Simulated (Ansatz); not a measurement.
## TiRe in the Bh ordering: lattice stability ahead of a resistivity run

The plan: relax TiRe in the Bh ordering, check its phonons, and, if the lattice is stable, compute its Eliashberg function and ρ(T).

Main program and level: Ansatz 0.2.0; DFT PBEsol, scalar-relativistic, plane waves, PAW.

The structure was built from a prototype and need not be the compound's stable phase.

## Step 1: The starting structure

The structure is hexagonal, space group P-6m2 (No. 187). Conventional cell: a = 2.839 Å, b = 2.839 Å, c = 4.636 Å, α = 90.00°, β = 90.00°, γ = 120.00°. Nearest to Re lie 6 Re at 2.84 Å and 6 Ti at 2.84 Å. Ti has 6 Ti at 2.84 Å and 6 Re at 2.84 Å nearest. Farther neighbours are not listed.

## Step 2: Rough relaxation

The start is far from rest, so a relaxation with loose thresholds does the first part.

Contents of input.yaml:

```yaml
crystal:
  lattice:
    - [2.83887, 0.0, 0.0]
    - [-1.41943, 2.45853, 0.0]
    - [0.0, 0.0, 4.63587]
  atoms:
    - { symbol: Re, position: [0.33333333, 0.66666667, 0.25] }
    - { symbol: Ti, position: [0.66666667, 0.33333333, 0.75] }
kpoints:
  mp_grid: { grid: [9, 9, 4] }
hamiltonian:
  xc: pbesol
scf:
  occupations: { method: gaussian, width: 0.1 }
output:
  forces: true
  stress: true
  eigenvalues: true
relax:
  adjacent_minimum: "off"
  f_tol: 0.05
  max_steps: 80
  cell: { stress_tol: 0.5 }
```

The run is started by

```sh
ansatz run input.yaml --threads 4 --pin off --max-ram 8192MiB --backend cpu --events-out ev --progress --plain --runs-dir out
```

Numbers of over 12 decimals in the logs are rounded to 6 here.

The program printed:

```text
The last accepted step is kept in <dir> (removed where the run ends without a failure and the disk answers)
Engine: ansatz 0.2.0, x86_64-unknown-linux-gnu
Pseudopotentials: kind: paw
Pseudopotential: Re, paw, valence charge 15, recommended cutoff 420 eV (normal), Re.paw.azcp
Pseudopotential: Ti, paw, valence charge 12, recommended cutoff 420 eV (normal), Ti.paw.azcp
Functional definition: PBEsol
  exchange = pbesol_x
  correlation = pbesol_c
Crystal: 2 atoms, lattice volume = 32.356 Å³
Basis set: ecut = 420 eV, 627 PW (Γ), exchange–correlation on 40×40×64 points (8 copies of the dense FFT grid, shifted against one another)
Bands: 18, of which v1, the nominal top of the filled ones, is band 14 counted from 1 (13 counted from 0)
Symmetry: 12 space group operations
Space group: P-6m2 (ITA 187), of the structure as read, at distance tolerance 3.2e-5 Å
k-points: 36 of 324 (time reversal used)
Non-local potential: Re, projectors of the file, l = 0: 3, l = 1: 2, l = 2: 2, l = 3: 1
Non-local potential: Ti, projectors of the file, l = 0: 3, l = 1: 2, l = 2: 3, l = 3: 1
PAW form: soft (Blöchl's): semilocal exchange-correlation on the pseudo side does not see the compensation charge
PAW frozen core: Re, regenerated for the run's functional, and the local potential with it (the file was generated under x = pbe(κ = 0.804, μ = 0.219515), c = pbe(β = 0.066725))
PAW frozen core: Ti, regenerated for the run's functional, and the local potential with it (the file was generated under x = pbe(κ = 0.804, μ = 0.219515), c = pbe(β = 0.066725))
PAW one-centre angular grid: Re, 590 points (default); XC on 64 Gauss nodes
PAW one-centre angular grid: Ti, 590 points (default); XC on 64 Gauss nodes
Initial density: superposition of atomic densities (neutral atoms: chi_scale 0, normalization atom), corrected by the library's trained network
Initial wavefunctions: pseudopotential atomic-orbital guess
Functional: x = pbesol(κ = 0.804, μ = 0.123457), c = pbesol(β = 0.046)
SCF iter   1: F=—  HF=-13210.885217 eV  |F-HF|=—  |Δ(HF+E_count)|=         —  Δρ=9.07e-3  dr2=2.70e-2  ethr=1.77e-3  ⟨swp⟩=4.4  Hψ=2700  notcnv=0
preconditioner: auto → none  [metal: Δε(μ)=0.035 eV  Ē_g=4.339 eV  σ=0.100 eV  W_gap=0.19  n_scr=8 (ndim 8)  ℏωp=21.7 eV  f_vac=0.000  D(μ)=3.20/eV (n_scr^D=36)  sad-step TF]
SCF iter   2: F=—  HF=-13210.882079 eV  |F-HF|=—  |Δ(HF+E_count)|=   3.14e-3  Δρ=6.02e-3  dr2=2.27e-2  ethr=1.00e-4  ⟨swp⟩=1.0  Hψ=936  notcnv=0
SCF iter   3: F=—  HF=-13210.879219 eV  |F-HF|=—  |Δ(HF+E_count)|=   2.86e-3  Δρ=1.72e-3  dr2=1.38e-3  ethr=8.40e-5  ⟨swp⟩=2.2  Hψ=806  notcnv=0
SCF iter   4: F=—  HF=-13210.878872 eV  |F-HF|=—  |Δ(HF+E_count)|=   3.47e-4  Δρ=6.15e-4  dr2=2.77e-4  ethr=5.11e-6  ⟨swp⟩=2.3  Hψ=993  notcnv=0
SCF iter   5: F=—  HF=-13210.878826 eV  |F-HF|=—  |Δ(HF+E_count)|=   4.58e-5  Δρ=1.98e-4  dr2=2.20e-5  ethr=1.02e-6  ⟨swp⟩=1.1  Hψ=648  notcnv=0
SCF iter   6: F=—  HF=-13210.878829 eV  |F-HF|=—  |Δ(HF+E_count)|=   2.48e-6  Δρ=4.08e-5  dr2=1.30e-6  ethr=8.13e-8  ⟨swp⟩=2.2  Hψ=949  notcnv=0
SCF iter   7: F=-13210.878828 eV  HF=-13210.878828 eV  |F-HF|=2.27e-8  |Δ(HF+E_count)|=   1.66e-7  Δρ=6.03e-6  dr2=2.70e-8  ethr=3.70e-10  ⟨swp⟩=3.1  Hψ=2145  notcnv=0
SCF 1 converged in 7 iterations: F = -13210.878828 eV  dr2 = 2.70e-8
  greatest PAW one-centre occupation: 0.999 electrons in one spin orbital (limit 2), on the Re atom at site 0 (counted from 0), in its partial waves of l = 0
relax step   1: F+E_penalty+E_count = -13210.87882841 eV  Δ(F+E_penalty+E_count) = +0.000e0 eV  max|allowed force component| = 1.850e-17 eV/Å  Δτ_max = 0.0000 Å  P = -13.352 GPa  Ω = 32.356 Å³  (7 SCF iters, dr2 threshold 1.00e-7 eV, accepted)
Crystal: 2 atoms, lattice volume = 28.073 Å³
Basis set: ecut = 420 eV, 549 PW (Γ), exchange–correlation on 40×40×64 points (8 copies of the dense FFT grid, shifted against one another)
Initial density: handed on by an earlier stage of this run
Initial wavefunctions: those handed on with the density
iter 1 solved again at ethr=2.06e-3 eV; its pass at ethr=3.10e-3 eV (dr2=5.56e-1 eV) is discarded
SCF iter   1: F=—  HF=-13210.874463 eV  |F-HF|=—  |Δ(HF+E_count)|=         —  Δρ=2.61e-2  dr2=5.56e-1  ethr=2.06e-3  ⟨swp⟩=1.0  Hψ=3659  notcnv=0
preconditioner: auto → none  [metal: Δε(μ)=0.044 eV  Ē_g=5.002 eV  σ=0.100 eV  W_gap=0.24  n_scr=8 (ndim 8)  ℏωp=23.2 eV  f_vac=0.000  D(μ)=2.96/eV (n_scr^D=36)]
SCF iter   2: F=—  HF=-13210.834792 eV  |F-HF|=—  |Δ(HF+E_count)|=   3.97e-2  Δρ=1.06e-2  dr2=5.93e-2  ethr=2.06e-3  ⟨swp⟩=1.4  Hψ=668  notcnv=0
SCF iter   3: F=—  HF=-13210.830368 eV  |F-HF|=—  |Δ(HF+E_count)|=   4.42e-3  Δρ=2.04e-3  dr2=2.78e-3  ethr=2.20e-4  ⟨swp⟩=2.1  Hψ=902  notcnv=0  defer=2
SCF iter   4: F=—  HF=-13210.830249 eV  |F-HF|=—  |Δ(HF+E_count)|=   1.19e-4  Δρ=4.16e-4  dr2=2.84e-5  ethr=1.03e-5  ⟨swp⟩=1.2  Hψ=683  notcnv=0  defer=2
SCF iter   5: F=—  HF=-13210.830235 eV  |F-HF|=—  |Δ(HF+E_count)|=   1.31e-5  Δρ=7.04e-5  dr2=3.42e-6  ethr=1.05e-7  ⟨swp⟩=2.1  Hψ=865  notcnv=0  defer=2
SCF iter   6: F=-13210.830235 eV  HF=-13210.830235 eV  |F-HF|=6.65e-9  |Δ(HF+E_count)|=   3.63e-7  Δρ=1.08e-5  dr2=1.61e-8  ethr=7.41e-10  ⟨swp⟩=3.2  Hψ=2422  notcnv=0
SCF 2 converged in 6 iterations: F = -13210.830235 eV  dr2 = 1.61e-8
relax step   2: F+E_penalty+E_count = -13210.83023509 eV  Δ(F+E_penalty+E_count) = +4.859e-2 eV  max|allowed force component| = 5.551e-17 eV/Å  Δτ_max = 0.0000 Å  P = +21.497 GPa  Ω = 28.073 Å³  energy of the carried Pulay correction = +1.966e-3 eV  (6 SCF iters, dr2 threshold 2.00e-7 eV, rejected (line search))
Crystal: 2 atoms, lattice volume = 30.565 Å³
Basis set: ecut = 420 eV, 591 PW (Γ), exchange–correlation on 40×40×64 points (8 copies of the dense FFT grid, shifted against one another)
iter 1 solved again at ethr=9.94e-4 eV; its pass at ethr=3.10e-3 eV (dr2=2.68e-1 eV) is discarded
SCF iter   1: F=—  HF=-13210.987739 eV  |F-HF|=—  |Δ(HF+E_count)|=         —  Δρ=1.71e-2  dr2=2.69e-1  ethr=9.94e-4  ⟨swp⟩=1.0  Hψ=3575  notcnv=0
preconditioner: auto → none  [metal: Δε(μ)=0.014 eV  Ē_g=4.706 eV  σ=0.100 eV  W_gap=0.08  n_scr=8 (ndim 8)  ℏωp=22.3 eV  f_vac=0.000  D(μ)=3.13/eV (n_scr^D=36)]
SCF iter   2: F=—  HF=-13210.971408 eV  |F-HF|=—  |Δ(HF+E_count)|=   1.63e-2  Δρ=7.06e-3  dr2=2.98e-2  ethr=9.94e-4  ⟨swp⟩=1.2  Hψ=656  notcnv=0
SCF iter   3: F=—  HF=-13210.969291 eV  |F-HF|=—  |Δ(HF+E_count)|=   2.12e-3  Δρ=1.74e-3  dr2=2.45e-3  ethr=1.10e-4  ⟨swp⟩=2.0  Hψ=816  notcnv=0
SCF iter   4: F=—  HF=-13210.969153 eV  |F-HF|=—  |Δ(HF+E_count)|=   1.38e-4  Δρ=3.11e-4  dr2=1.38e-5  ethr=9.07e-6  ⟨swp⟩=1.2  Hψ=654  notcnv=0
SCF iter   5: F=—  HF=-13210.969156 eV  |F-HF|=—  |Δ(HF+E_count)|=   3.60e-6  Δρ=5.08e-5  dr2=5.77e-7  ethr=5.10e-8  ⟨swp⟩=2.5  Hψ=986  notcnv=0
SCF iter   6: F=—  HF=-13210.969153 eV  |F-HF|=—  |Δ(HF+E_count)|=   3.52e-6  Δρ=1.08e-5  dr2=1.11e-8  ethr=2.14e-9  ⟨swp⟩=2.5  Hψ=1078  notcnv=0
SCF iter   7: F=-13210.969153 eV  HF=-13210.969153 eV  |F-HF|=7.15e-10  |Δ(HF+E_count)|=   1.49e-9  Δρ=2.07e-6  dr2=9.57e-10  ethr=7.41e-12  ⟨swp⟩=4.1  Hψ=2222  notcnv=0
SCF 3 converged in 7 iterations: F = -13210.969153 eV  dr2 = 9.57e-10
relax step   3: F+E_penalty+E_count = -13210.96915282 eV  Δ(F+E_penalty+E_count) = -9.032e-2 eV  max|allowed force component| = 3.007e-17 eV/Å  Δτ_max = 0.0000 Å  P = -1.801 GPa  Ω = 30.565 Å³  energy of the carried Pulay correction = +7.915e-4 eV  (7 SCF iters, accepted)
[... from here on, the SCF cycles and remarks between the steps are left out ...]
relax step   4: F+E_penalty+E_count = -13210.97179321 eV  Δ(F+E_penalty+E_count) = -2.640e-3 eV  max|allowed force component| = 8.327e-17 eV/Å  Δτ_max = 0.0000 Å  P = +0.396 GPa  Ω = 30.282 Å³  energy of the carried Pulay correction = +9.233e-4 eV  (6 SCF iters, dr2 threshold 2.00e-7 eV, accepted)
relax step   5: F+E_penalty+E_count = -13210.97293637 eV  Δ(F+E_penalty+E_count) = -1.143e-3 eV  max|allowed force component| = 1.226e-16 eV/Å  Δτ_max = 0.0000 Å  P = +0.671 GPa  Ω = 30.252 Å³  energy of the carried Pulay correction = +9.407e-4 eV  (6 SCF iters, dr2 threshold 2.00e-7 eV, accepted)
relax step   6: F+E_penalty+E_count = -13210.96593029 eV  Δ(F+E_penalty+E_count) = +7.006e-3 eV  max|allowed force component| = 9.252e-18 eV/Å  Δτ_max = 0.0000 Å  P = +3.002 GPa  Ω = 30.136 Å³  energy of the carried Pulay correction = +1.039e-3 eV  (6 SCF iters, dr2 threshold 2.00e-7 eV, rejected (line search))
relax step   7: F+E_penalty+E_count = -13210.97624728 eV  Δ(F+E_penalty+E_count) = -3.311e-3 eV  max|allowed force component| = 4.626e-17 eV/Å  Δτ_max = 0.0000 Å  P = +0.214 GPa  Ω = 30.326 Å³  energy of the carried Pulay correction = +9.162e-4 eV  (7 SCF iters, accepted)
relax step   8: F+E_penalty+E_count = -13210.97935214 eV  Δ(F+E_penalty+E_count) = -3.105e-3 eV  max|allowed force component| = 2.544e-17 eV/Å  Δτ_max = 0.0000 Å  P = +0.155 GPa  Ω = 30.361 Å³  energy of the carried Pulay correction = +9.100e-4 eV  (6 SCF iters, dr2 threshold 2.00e-7 eV, accepted)
relax step   9: F+E_penalty+E_count = -13210.97836488 eV  Δ(F+E_penalty+E_count) = +9.873e-4 eV  max|allowed force component| = 1.503e-17 eV/Å  Δτ_max = 0.0000 Å  P = +0.301 GPa  Ω = 30.409 Å³  energy of the carried Pulay correction = +9.034e-4 eV  (6 SCF iters, dr2 threshold 2.00e-7 eV, rejected (line search))
relax step  10: F+E_penalty+E_count = -13210.98015279 eV  Δ(F+E_penalty+E_count) = -8.006e-4 eV  max|allowed force component| = 3.585e-17 eV/Å  Δτ_max = 0.0000 Å  P = +0.013 GPa  Ω = 30.405 Å³  energy of the carried Pulay correction = +8.965e-4 eV  (6 SCF iters, accepted)
Initial wavefunctions: pseudopotential atomic-orbital guess (no wavefunctions were taken with the density)
iter 1 solved again at ethr=1.46e-8 eV; its pass at ethr=3.10e-3 eV (dr2=3.95e-6 eV) is discarded
SCF iter   1: F=—  HF=-13210.979286 eV  |F-HF|=—  |Δ(HF+E_count)|=         —  Δρ=2.15e-4  dr2=1.57e-6  ethr=1.46e-8  ⟨swp⟩=3.1  Hψ=4423  notcnv=0
preconditioner: auto → Kerker (q_TF=auto, 2.675 Å⁻¹)  [metal: Δε(μ)=0.003 eV  Ē_g=4.743 eV  σ=0.100 eV  W_gap=0.02  n_scr=10 (ndim 8)  ℏωp=22.3 eV  f_vac=0.000  D(μ)=2.91/eV (n_scr^D=36)]
SCF iter   2: F=—  HF=-13210.979306 eV  |F-HF|=—  |Δ(HF+E_count)|=   1.98e-5  Δρ=1.11e-4  dr2=4.03e-7  ethr=5.80e-9  ⟨swp⟩=1.0  Hψ=648  notcnv=0
SCF iter   3: F=—  HF=-13210.979306 eV  |F-HF|=—  |Δ(HF+E_count)|=   6.63e-8  Δρ=5.02e-6  dr2=3.59e-9  ethr=1.49e-9  ⟨swp⟩=2.3  Hψ=1063  notcnv=0
iter 4 did not close the SCF: its close was put off for the readings that it lacked (scf_convergence_deferred on its scf_iter line)
SCF iter   4: F=-13210.979306 eV  HF=-13210.979306 eV  |F-HF|=1.35e-10  |Δ(HF+E_count)|=  5.38e-10  Δρ=7.35e-7  dr2=1.66e-10  ethr=1.33e-11  ⟨swp⟩=1.1  Hψ=661  notcnv=0
iter 5 did not close the SCF: its close was put off for the readings that it lacked (scf_convergence_deferred on its scf_iter line)
SCF iter   5: F=-13210.979306 eV  HF=-13210.979306 eV  |F-HF|=7.28e-12  |Δ(HF+E_count)|=  3.64e-12  Δρ=8.76e-8  dr2=3.09e-12  ethr=1.00e-12  ⟨swp⟩=1.0  Hψ=648  notcnv=0
SCF iter   6: F=-13210.979306 eV  HF=-13210.979306 eV  |F-HF|=1.82e-12  |Δ(HF+E_count)|=  5.46e-12  Δρ=1.82e-8  dr2=5.64e-14  ethr=1.00e-12  ⟨swp⟩=1.1  Hψ=1445  notcnv=0
SCF 11 converged in 6 iterations: F = -13210.979306 eV  dr2 = 5.64e-14
relax step  11: F+E_penalty+E_count = -13210.97930636 eV  Δ(F+E_penalty+E_count) = +8.464e-4 eV  max|allowed force component| = 3.469e-17 eV/Å  Δτ_max = 0.0000 Å  P = +0.016 GPa  Ω = 30.405 Å³  stress off target by 8.20e-2 GPa  SCF on the basis re-selected at this cell (its energy is not comparable with the rows above)  (6 SCF iters)
basis re-selected at this cell: Δ(F+E_penalty+E_count) = +8.464e-4 eV, ΔP = +0.003 GPa vs the last step (what re-selecting the basis moved, of the pressure what is left beyond the Pulay correction that the steps carried, after the strain that the cell walked since its last selection, with what the two solves' SCF thresholds leave and, on support functions, any second-order correction that the steps lacked; it is no m [...]
SCF converged after 6 iterations
Free energy (F): -13210.979306 eV
Harris-Foulkes:  -13210.979306 eV  (|F-HF|=1.82e-12)
Internal energy: -13210.964773 eV  (E = F + TS)
E sigma→0 (E₀):  -13210.972040 eV
Entropy (-TS):   -0.014533 eV (-7.267 meV/atom)
Fermi energy:    19.250927 eV
--- Per-component energies (eV) ---
  E_band       = -227.365584
  E_kinetic    = 815.367799
  E_local      = -1569.090617  (includes V_loc(G=0)·N_el)
  E_nonlocal   = 61.269420
  E_hartree    = 604.149539
  E_xc         = -498.383811
  E_vxc        = -426.193469  (∫ρ·V_xc dr)
  E_paw        = -9554.033854  (= ΣΔE_a)
  E_vpaw       = -317.017837  (= ΣTr[D̂ρ^β])
  E_aug_tail   = 0.000037  (compensation charges beyond the density's cutoff)
  E_ewald      = -3070.615932
  E_core_change = 0.372646  (= ΣΔE_core)
  E_smearing   = -0.014533  (= −TS)
  E_closure    = -0.000000  (closes the sum)
  Σ components = -13210.979306   (vs F -13210.979306, Δ=0.00e0)
--- Forces (eV/Å), atoms counted from 1 ---
  atom   1  Re     0.00000000     0.00000000     0.00000000
  atom   2  Ti    -0.00000000    -0.00000000    -0.00000000
  max |Σ_I F_I| component: 1.39e-17 eV/Å
--- Stress (GPa, compression-positive) ---
       -0.016880      -0.000000       0.000000
       -0.000000      -0.016880      -0.000000
        0.000000      -0.000000       0.082022
  P = ⅓ Tr σ = 0.0161 GPa (0.161 kbar)
--- Band table (eV; the first three rows and the last of 36) ---
  k-point 0: bands = [... 10 lower, 18.0076, 18.0076, 18.6837, 19.2684, 20.4092, 20.4092, 20.7186, 20.7186]
  k-point 1: bands = [... 10 lower, 17.7125, 17.9558, 17.9558, 18.9693, 20.0265, 20.0265, 21.3133, 21.3133]
  k-point 2: bands = [... 10 lower, 16.6587, 17.9112, 17.9112, 18.7879, 19.8200, 19.8200, 21.8914, 21.8914]
  k-point 35: bands = [... 10 lower, 16.6205, 16.6776, 17.1207, 19.0580, 20.2191, 20.4236, 22.7616, 23.0599]
--- Relaxed structure (10 steps of the walk, 7 accepted, 1 SCFs on fresh bases) ---
  F+E_penalty+E_count = -13210.97930636 eV   max|allowed force component| = 3.469e-17 eV/Å   (the final SCF, on the basis selected at the relaxed cell)
  cell:  # Å, volume = 30.4052 Å³
    - [2.725476, -2.771446646160166e-6, 1.072093354106598e-18]
    - [-1.362736, 2.360333, -5.360457329328132e-19]
    - [1.750727928257153e-18, 0, 4.726424]
  atoms:
    - { symbol: Re, position: [0.333333, 0.666667, 0.25] }
    - { symbol: Ti, position: [0.666667, 0.333333, 0.75] }
```

The job ended after 6 s (4 threads of Intel Xeon Platinum 8375C at 2.90GHz (Ice Lake), shared host; peak memory 0.41 GiB; 20 s of CPU time).

Step by step:

```
step  energy less that of the first step (eV)  largest force component (eV/Å)  pressure (GPa)  volume (Å³)
   1                                   0.0000                          0.0000          -13.35        32.36
   2                                   0.0486                          0.0000           21.50        28.07
   3                                  -0.0903                          0.0000           -1.80        30.56
   4                                  -0.0930                          0.0000            0.40        30.28
   5                                  -0.0941                          0.0000            0.67        30.25
   6                                  -0.0871                          0.0000            3.00        30.14
   7                                  -0.0974                          0.0000            0.21        30.33
   8                                  -0.1005                          0.0000            0.16        30.36
   9                                  -0.0995                          0.0000            0.30        30.41
  10                                  -0.1013                          0.0000            0.01        30.41
 11*                                  -0.1005                          0.0000            0.02        30.41
```

Relaxation steps marked * repeat the geometry before them on a plane-wave basis chosen anew for their cell, so energy and pressure can jump there. Relaxation steps 2, 6, 9 were tried and not accepted.

Forces are held to the 12 operations that the run works with; a distortion that breaks them can't arise in this run.

```
conventional cell, symmetrised  before  after  change
                         a (Å)   2.839  2.725  -4.0 %
                         b (Å)   2.839  2.725  -4.0 %
                         c (Å)   4.636  4.726  +2.0 %
              volume (Å³/atom)   16.18  15.20  -6.0 %
```

The relaxed structure:

```cif
data_structure
_symmetry_space_group_name_H-M 'P 1'
_symmetry_Int_Tables_number 1
_cell_length_a 2.7255
_cell_length_b 2.7255
_cell_length_c 4.7264
_cell_angle_alpha 90.000
_cell_angle_beta 90.000
_cell_angle_gamma 120.000
_cell_volume 30.41
loop_
_atom_site_label
_atom_site_type_symbol
_atom_site_fract_x
_atom_site_fract_y
_atom_site_fract_z
_atom_site_occupancy
Re1 Re 0.33333 0.66667 0.25000 1
Ti2 Ti 0.66667 0.33333 0.75000 1
```

This step gave:

* pressure: 0.01609 GPa
* volume per atom: 15.20 Å³
* metallic on mesh: yes
* gap on the k-mesh: 0 eV

The largest force is now zero by symmetry and the largest stress component 0.082 GPa.

(Continued in part 2 of 3.)

[Logs are printed without paths, hosts, clocks, repeated set-up lines and the standing remarks that a program may print on its own settings, such as how far it seeks lower states.]

[Hosts, paths, dates, database ids (printed as entryN), source tags and the programs' standing remarks are cut or masked in the printed files.]
